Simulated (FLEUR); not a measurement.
# Mn3InC: from one collinear state to anisotropy

Aim: the anisotropy of Mn3InC from single passes in the potential of one collinear state.

Calculated with FLEUR MaX-R8.1; LDA (VWN); all-electron FLAPW, Dirac cores, scalar-relativistic bands.

Report form: the programs' logs are mostly left out.

## (1) The starting structure

Symmetry: Pm-3m, No. 221, cubic system. Conventional cell: a = 3.949 Å, b = 3.949 Å, c = 3.949 Å, α = 90.00°, β = 90.00°, γ = 90.00°. Mn has 2 C at 1.97 Å and 4 In at 2.79 Å and 8 Mn at 2.79 Å nearest. In has 12 Mn at 2.79 Å nearest. C has 6 Mn at 1.97 Å nearest. Farther neighbours are not listed.

Coordinates:

```cif
data_structure
_symmetry_space_group_name_H-M 'Pm-3m'
_symmetry_Int_Tables_number 221
_cell_length_a 3.9487
_cell_length_b 3.9487
_cell_length_c 3.9487
_cell_angle_alpha 90.000
_cell_angle_beta 90.000
_cell_angle_gamma 90.000
_cell_volume 61.57
loop_
_atom_site_label
_atom_site_type_symbol
_atom_site_symmetry_multiplicity
_atom_site_Wyckoff_symbol
_atom_site_fract_x
_atom_site_fract_y
_atom_site_fract_z
_atom_site_occupancy
Mn1 Mn 3 d 0.50000 0.00000 0.00000 1
In1 In 1 b 0.50000 0.50000 0.50000 1
C1 C 1 a 0.00000 0.00000 0.00000 1
```

The cell comes from a database of computed structures and need not be the stable phase.

## (2) The magnetic state

The force theorems are single passes in this state's potential, so it has to be converged first.

No symmetry is used, so that later steps may turn the spins freely; k and −k are joined. inpgen writes inp.xml from crystal.txt; cutoffs, mixing, functional, smearing and local orbitals are then set in the file. The k list scf (kpts.xml, not shown) is a Γ-centred 6×6×6 mesh; where the ranks do not divide the number of points, some are split in two of half the weight.

inp.xml

```
<?xml version="1.0" encoding="UTF-8" standalone="no"?>
<fleurInput fleurInputVersion="0.39">
   <comment>
      Mn3InC
   </comment>
   <calculationSetup>
      <cutoffs Kmax="4.4" Gmax="13.2" GmaxXC="13.2" numbands="0"/>
      <scfLoop itmax="90" minDistance="0.00002" maxIterBroyd="15" imix="Anderson" alpha="0.05" precondParam="0.0" spinf="2.0" sdNocoIR="T"/>
      <coreElectrons ctail="F" frcor="F" kcrel="0" coretail_lmax="0"/>
      <xcFunctional name="vwn" relativisticCorrections="F"/>
      <magnetism jspins="2" l_noco="F" l_ss="F">
         <qss>0.0 0.0 0.0</qss>
         <mtNocoParams l_mperp="F" l_mtNocoPot="F" l_relaxSQA="F" mag_mixing_scheme="0" mix_RelaxWeightOffD="1.0" l_constrained="F" mix_constr="1.0"/>
         <sourceFreeMag l_sourceFree="F" l_scaleMag="F" mag_scale="1.0"/>
      </magnetism>
      <soc l_soc="F" theta="0.0" phi="0.0" spav="F"/>
      <expertModes spex="0" secvar="F"/>
      <geometryOptimization l_f="F" forcealpha="1.0" forcemix="BFGS" epsdisp="0.00001" epsforce="0.00001"/>
      <ldaU l_linMix="F" mixParam="0.05" spinf="1.0"/>
   </calculationSetup>
   <cell>
      <bzIntegration valenceElectrons="62.0" mode="hist" fermiSmearingEnergy="0.00293995">
         <kPointListSelection listName="scf"/>
         <xi:include xmlns:xi="http://www.w3.org/2001/XInclude" href="kpts.xml"> </xi:include>
      </bzIntegration>
      <xi:include xmlns:xi="http://www.w3.org/2001/XInclude" href="sym.xml"> </xi:include>
      <bulkLattice scale="1.0">
         <bravaisMatrix>
            <row-1>    7.4618954077936586     0.0000000000000000     0.0000000000000000</row-1>
            <row-2>    0.0000000000000000     7.4618954077936586     0.0000000000000000</row-2>
            <row-3>    0.0000000000000000     0.0000000000000000     7.4618954077936586</row-3>
         </bravaisMatrix>
      </bulkLattice>
   </cell>
   <atomSpecies>
      <species name="Manganese 3.502" element="Mn" atomicNumber="25">
         <mtSphere radius="2.32" gridPoints="767" logIncrement="0.016"/>
         <atomicCutoffs lmax="8" lnonsphr="6"/>
         <electronConfig flipSpins="F">
            <coreConfig>(1s1/2) (2s1/2) (2p1/2) (2p3/2)</coreConfig>
            <valenceConfig>(3s1/2) (3p1/2) (3p3/2) (4s1/2) (3d3/2) (3d5/2)</valenceConfig>
            <stateOccupation state="(3d3/2)" spinUp="1.251" spinDown="0.749"/>
            <stateOccupation state="(3d5/2)" spinUp="3.0" spinDown="0.0"/>
         </electronConfig>
         <energyParameters s="4" p="4" d="3" f="4"/>
         <lo type="SCLO" l="0" n="3" eDeriv="0"/>
         <lo type="SCLO" l="1" n="3" eDeriv="0"/>
      </species>
      <species name="Indium (In)" element="In" atomicNumber="49">
         <mtSphere radius="2.8" gridPoints="925" logIncrement="0.014"/>
         <atomicCutoffs lmax="10" lnonsphr="8"/>
         <electronConfig flipSpins="F">
            <coreConfig>(1s1/2) (2s1/2) (2p1/2) (2p3/2) (3s1/2) (3p1/2) (3p3/2) (4s1/2) (3d3/2) (3d5/2) (4p1/2) (4p3/2)</coreConfig>
            <valenceConfig>(5s1/2) (4d3/2) (4d5/2) (5p1/2) (5p3/2)</valenceConfig>
            <stateOccupation state="(5p1/2)" spinUp="0.166667" spinDown="0.166667"/>
            <stateOccupation state="(5p3/2)" spinUp="0.333333" spinDown="0.333333"/>
         </electronConfig>
         <energyParameters s="5" p="5" d="5" f="4"/>
         <lo type="SCLO" l="2" n="4" eDeriv="0"/>
      </species>
      <species name="Carbon (C)" element="C" atomicNumber="6">
         <mtSphere radius="1.31" gridPoints="433" logIncrement="0.023"/>
         <atomicCutoffs lmax="6" lnonsphr="4"/>
         <electronConfig flipSpins="F">
            <coreConfig>(1s1/2)</coreConfig>
            <valenceConfig>(2s1/2) (2p1/2) (2p3/2)</valenceConfig>
            <stateOccupation state="(2p1/2)" spinUp="0.333333" spinDown="0.333333"/>
            <stateOccupation state="(2p3/2)" spinUp="0.666667" spinDown="0.666667"/>
         </electronConfig>
         <energyParameters s="2" p="2" d="3" f="4"/>
      </species>
   </atomSpecies>
   <atomGroups>
      <atomGroup species="Manganese 3.502">
         <relPos label="                   1">1.000/2.000 .0000000000 .0000000000</relPos>
         <force calculate="T" relaxXYZ="TTT"/>
         <nocoParams  alpha="0.0" beta="0.0"/>
      </atomGroup>
      <atomGroup species="Manganese 3.502">
         <relPos label="                   2">.0000000000 .0000000000 1.000/2.000</relPos>
         <force calculate="T" relaxXYZ="TTT"/>
         <nocoParams  alpha="0.0" beta="0.0"/>
      </atomGroup>
      <atomGroup species="Manganese 3.502">
         <relPos label="                   3">.0000000000 1.000/2.000 .0000000000</relPos>
         <force calculate="T" relaxXYZ="TTT"/>
         <nocoParams  alpha="0.0" beta="0.0"/>
      </atomGroup>
      <atomGroup species="Indium (In)">
         <relPos label="                   4">1.000/2.000 1.000/2.000 1.000/2.000</relPos>
         <force calculate="T" relaxXYZ="TTT"/>
         <nocoParams  alpha="0.0" beta="0.0"/>
      </atomGroup>
      <atomGroup species="Carbon (C)">
         <relPos label="                   5">.0000000000 .0000000000 .0000000000</relPos>
         <force calculate="T" relaxXYZ="TTT"/>
         <nocoParams  alpha="0.0" beta="0.0"/>
      </atomGroup>
   </atomGroups>
   <output dos="F" band="F" slice="F">
      <bandDOS minEnergy="-.5*Htr" maxEnergy="0.5*Htr" sigma="0.015" storeEVData="T"/>
      <plotting iplot="0" polar="F">
         <plot TwoD="T" vec1="  1.0  0.0  0.0" vec2="  0.0  1.0  0.0" vec3="  0.0  0.0  1.0" zero="  0.0  0.0  0.0" file="plot"/>
      </plotting>
      <moessbauerParams electricFieldGradient="F" isomerShift="F" coreHyperfine="F" valenceHyperfine="F"/>
   </output>
</fleurInput>
```

crystal.txt

```
Mn3InC
&input film=F cartesian=F /
3.94866500000  0.00000000000  0.00000000000
0.00000000000  3.94866500000  0.00000000000
0.00000000000  0.00000000000  3.94866500000
1.8897261246
1.0 1.0 1.0

5
25 0.50000000000  0.00000000000  0.00000000000 : 3.502
25 0.00000000000  0.00000000000  0.50000000000 : 3.502
25 0.00000000000  0.50000000000  0.00000000000 : 3.502
49 0.50000000000  0.50000000000  0.50000000000
6 0.00000000000  0.00000000000  0.00000000000

&kpt div1=6 div2=6 div3=6 gamma=T /
```

Run with:

```sh
$ OMP_NUM_THREADS=1 inpgen -f crystal.txt -nosym -noco > inpgen.log  # inp.xml is then edited as shown
$ OMP_NUM_THREADS=1 mpirun -n 4 fleur_MPI > fleur.log
```

Elapsed: 10 min, on 4 MPI ranks of Intel Xeon Platinum 8488C (Sapphire Rapids), shared host; peak memory 1.1 GiB.

Spin moment in the muffin-tin sphere by atom:

```tsv
atom	spin moment in the muffin-tin sphere (μB)
Mn1	1.75
Mn2	1.75
Mn3	1.75
In4	-0.08
C5	-0.09
```

This step gave:

```yaml
free_energy: -255396.0211 eV
program_s_band_gap_on_this_mesh_in_a_metal_only_a_level_spacing: 0.001093 eV
magnetization: 5.130 μB
final_state: ferromagnetic, with opposed induced moments
```

After 38 cycles the largest moment stands at 1.75 μB.

## (3) Energy against the direction of the moments, rung 1

Anisotropy is a small difference, so it is taken from sums over occupied states at a frozen potential, where most errors cancel.

One pass with spin–orbit coupling for each direction, from the saved density. Inversion lets half of the mesh serve, which the program's warning doesn't know. The k list mae (kpts.xml, not shown) is a Γ-centred 6×6×6 mesh.

Changes to inp.xml since step 2:

```diff
@@ -6,4 +6,4 @@
    <calculationSetup>
-      <cutoffs Kmax="4.4" Gmax="13.2" GmaxXC="13.2" numbands="0"/>
-      <scfLoop itmax="90" minDistance="0.00002" maxIterBroyd="15" imix="Anderson" alpha="0.05" precondParam="0.0" spinf="2.0" sdNocoIR="T"/>
+      <cutoffs Kmax="4.4" Gmax="13.2" GmaxXC="13.2" numbands="182"/>
+      <scfLoop itmax="1" minDistance="0.00002" maxIterBroyd="15" imix="Anderson" alpha="0.05" precondParam="0.0" spinf="2.0" sdNocoIR="T"/>
       <coreElectrons ctail="F" frcor="F" kcrel="0" coretail_lmax="0"/>
@@ -15,3 +15,3 @@
       </magnetism>
-      <soc l_soc="F" theta="0.0" phi="0.0" spav="F"/>
+      <soc l_soc="T" theta="0.0" phi="0.0" spav="F"/>
       <expertModes spex="0" secvar="F"/>
@@ -22,3 +22,3 @@
       <bzIntegration valenceElectrons="62.0" mode="hist" fermiSmearingEnergy="0.00293995">
-         <kPointListSelection listName="scf"/>
+         <kPointListSelection listName="mae"/>
          <xi:include xmlns:xi="http://www.w3.org/2001/XInclude" href="kpts.xml"> </xi:include>
@@ -106,2 +106,5 @@
    </output>
+   <forceTheorem>
+      <MAE theta="0.0 0.9553166 1.5707963" phi="0.0 0.7853982 0.7853982"/>
+   </forceTheorem>
 </fleurInput>
```

Run with:

```sh
$ OMP_NUM_THREADS=1 mpirun -n 4 fleur_MPI -warn_only > fleur.log
```

Wall time 95 s (4 MPI ranks); peak memory 1.4 GiB; 6.3 min of CPU time.

Anisotropy energies, by row:

```tsv
axis	x	y	z	band energy less the first axis' (meV a cell)
[001]	0	0	1	0
[111]	0.5774	0.5774	0.5774	3.54e-4
[110]	0.7071	0.7071	0	0.002231
```

Indices are those of the standard conventional cell; x, y, z give the same directions in the axes of the input.

## (4) Anisotropy by the force theorem, rung 2

A second rung shows how far the first can be trusted.

The k list mae (kpts.xml, not shown) is a Γ-centred 9×9×9 mesh.

inp.xml is that of step 3.

Elapsed: 5 min, on 4 MPI ranks; peak memory 3.3 GiB; 20 min of CPU time.

Anisotropy energies, by row:

```tsv
axis	x	y	z	band energy less the first axis' (meV a cell)
[001]	0	0	1	0
[111]	0.5774	0.5774	0.5774	-8.44e-4
[110]	0.7071	0.7071	0	-6.26e-4
```

## (5) A faulty input

A slip in the input shows what the program catches and what it lets pass.

Changes to inp.xml since step 2:

```diff
@@ -7,10 +7,6 @@
       <cutoffs Kmax="4.4" Gmax="13.2" GmaxXC="13.2" numbands="0"/>
-      <scfLoop itmax="90" minDistance="0.00002" maxIterBroyd="15" imix="Anderson" alpha="0.05" precondParam="0.0" spinf="2.0" sdNocoIR="T"/>
-      <coreElectrons ctail="F" frcor="F" kcrel="0" coretail_lmax="0"/>
+      <scfLoop itmax="100" minDistance="0.00002" maxIterBroyd="15" imix="straight" alpha="0.9" precondParam="0.0" spinf="2.0" sdNocoIR="T"/>
+      <coreElectrons ctail="T" frcor="F" kcrel="0" coretail_lmax="0"/>
       <xcFunctional name="vwn" relativisticCorrections="F"/>
-      <magnetism jspins="2" l_noco="F" l_ss="F">
-         <qss>0.0 0.0 0.0</qss>
-         <mtNocoParams l_mperp="F" l_mtNocoPot="F" l_relaxSQA="F" mag_mixing_scheme="0" mix_RelaxWeightOffD="1.0" l_constrained="F" mix_constr="1.0"/>
-         <sourceFreeMag l_sourceFree="F" l_scaleMag="F" mag_scale="1.0"/>
-      </magnetism>
+      <magnetism jspins="2"/>
       <soc l_soc="F" theta="0.0" phi="0.0" spav="F"/>
@@ -22,3 +18,3 @@
       <bzIntegration valenceElectrons="62.0" mode="hist" fermiSmearingEnergy="0.00293995">
-         <kPointListSelection listName="scf"/>
+         <kPointListSelection listName="default-1"/>
          <xi:include xmlns:xi="http://www.w3.org/2001/XInclude" href="kpts.xml"> </xi:include>
@@ -75,14 +71,5 @@
          <relPos label="                   1">1.000/2.000 .0000000000 .0000000000</relPos>
-         <force calculate="T" relaxXYZ="TTT"/>
-         <nocoParams  alpha="0.0" beta="0.0"/>
-      </atomGroup>
-      <atomGroup species="Manganese 3.502">
          <relPos label="                   2">.0000000000 .0000000000 1.000/2.000</relPos>
-         <force calculate="T" relaxXYZ="TTT"/>
-         <nocoParams  alpha="0.0" beta="0.0"/>
-      </atomGroup>
-      <atomGroup species="Manganese 3.502">
          <relPos label="                   3">.0000000000 1.000/2.000 .0000000000</relPos>
          <force calculate="T" relaxXYZ="TTT"/>
-         <nocoParams  alpha="0.0" beta="0.0"/>
       </atomGroup>
@@ -91,3 +78,2 @@
          <force calculate="T" relaxXYZ="TTT"/>
-         <nocoParams  alpha="0.0" beta="0.0"/>
       </atomGroup>
@@ -96,3 +82,2 @@
          <force calculate="T" relaxXYZ="TTT"/>
-         <nocoParams  alpha="0.0" beta="0.0"/>
       </atomGroup>
```

crystal.txt is that of step 2.

Run with:

```sh
$ OMP_NUM_THREADS=1 inpgen -f crystal.txt > inpgen.log  # inp.xml is then edited as shown
$ OMP_NUM_THREADS=1 mpirun -n 4 fleur_MPI > fleur.log
```

Run time: 9.5 s. Hardware: 4 MPI ranks; peak memory 0.29 GiB.

The run ended with an error.

The program's message: “differ 2: problems with solving dirac equation”

The fault in the input: linear mixing far too strong.

Taking so much of each new density makes the cycles overshoot; a small alpha with Anderson mixing is the cure.

## (6) Results

- reference state: ferromagnetic, with opposed induced moments
- largest sphere moment: 1.75 μB
- easy direction of those tried: not resolved
- energy along [111] less [001], force theorem: -8.4e-4 meV a primitive cell

The lowest directions differ by less than these runs resolve; shape anisotropy is not included. The difference for the second direction goes from 3.5e-4 meV (mesh 6×6×6, 182 states, 6.3 min of CPU time) to -8.4e-4 meV (mesh 9×9×9, 182 states, 20 min). The state was typed, and no other order was converged beside it, so it need not be the ground state.

[Logs and program files are shortened in this print: banners, set-up blocks, solver, clock and traceback lines can be left out without a mark of their own.]

[Logs are printed without paths, hosts, clocks, repeated set-up lines and the standing remarks that a program may print on its own settings, such as how far it seeks lower states.]

[Hosts, paths, dates, database ids (printed as entryN), source tags and the programs' standing remarks are cut or masked in the printed files.]

[Where a cell is said to come from a database of computed structures, the database is the Materials Project.]
